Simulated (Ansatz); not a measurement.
# Static equation of state of polycarbonate of ethylene with Li+ FSI- (capped chains of 2 units), from a frame at 250 K, (94 atoms)

Density of this cell: 1.38 g/cm³. The cell holds 94 atoms: 24 C, 22 O, 42 H, 1 N, 2 S, 2 F and 1 Li. Its edges and angles: a = 9.934 Å, b = 9.726 Å, c = 10.028 Å, α = 87.1°, β = 90.1°, γ = 90.5°. The starting structure: 3 polycarbonate of ethylene chains of 2 units with methyl end groups, 1 Li+, 1 FSI- placed at random, at 1.42 g/cm³; overlaps pushed apart, then 20 ps at 800 K with Joung-Cheatham ions (J. Phys. Chem. B 112, 9020 (2008)); MMFF94 bonds, angles, torsions, charges and radii (Halgren, J. Comput. Chem. 17, 490 (1996)) in harmonic and 12-6 forms; charges of ions scaled by 0.8. Snapshot after 30 ps at 250 K and fixed volume.

Calculated with Ansatz 0.2.0: Kohn-Sham DFT, PBE+D3(BJ), PAW (set soft_2), plane waves; cutoff 420 eV, Γ point, fixed occupations. Cell and atoms were relaxed first, to V0 = 10.295 Å³ an atom at a residual P0 = 0.016 GPa. The cell was then scaled evenly, and the atoms were relaxed at each volume.

| volume (Å³/atom) | pressure (GPa) |
| --- | --- |
| 9.2653 | ? |
| 9.6771 | 0.5944 |
| 9.9859 | 0.2652 |
| 10.604 | -0.2106 |
| 10.912 | -0.3417 |

Task: Fit the third-order Birch–Murnaghan equation to the rows given and extrapolate to the withheld row.

Worked fit:

Take the Eulerian strain f = ½[(V0/V)^(2/3) − 1] and the normalised pressure F = (P − P0) / [3f(1 + 2f)^(5/2)]. The third-order Birch–Murnaghan equation is then the line F = B0 + (3/2)B0(B′ − 4) f, so u = f and v = F.

| u = f | v = F (GPa) |
| --- | --- |
| 0.0210564 | 8.25916 |
| 0.0102568 | 7.69761 |
| -0.00975638 | 8.13393 |
| -0.0190507 | 6.89750 |

With n = 4: mean u = 6.2652e-4, mean v = 7.74705, Σ(u − ū)² = 0.0010051, Σ(u − ū)(v − v̄) = 0.022686. Slope b = 0.022686 / 0.0010051 = 22.571; intercept a = v̄ − b ū = 7.7329.

So B0 = a = 7.73 GPa and B′ = 4 + 2b/(3a) = 5.95. At the withheld volume f = 0.03638, F = a + b f = 8.554 GPa, and P = P0 + 3f(1 + 2f)^(5/2) F.

Prediction at 9.2653: 1.129 GPa. The run gave 1.144 GPa, so the fit is low by 0.015 GPa (1.3 % of the value).

The series isn't one smooth equation of state: even a line fitted to all rows, the withheld one included, misses F by up to 7.7 %. B0 and B′ are then only the numbers of this fit, not moduli of the material. Among the rows given, the largest miss of the fit is at 10.912, by 0.021 GPa (1.4 % of the range of the table).

Limits: Static cells at zero temperature; the cell shape is held. The program notes that the SCF threshold of these relaxations is loose for the stress. The network of contacts between molecules at the start is that of the classical potential that made the cell, and needn't be the one that DFT or experiment would give. Only the Γ point is sampled, in a cell whose shortest periodic width is 10 Å.

[Hosts, paths, dates, database ids (printed as entryN), source tags and the programs' standing remarks are cut or masked in the printed files.]

[The MMFF94 radii named for the starting cell were scaled by 0.96; in molecules described by MMFF94, hydrogen bound to N, O or S took a small fixed 12-6 site in their place.]
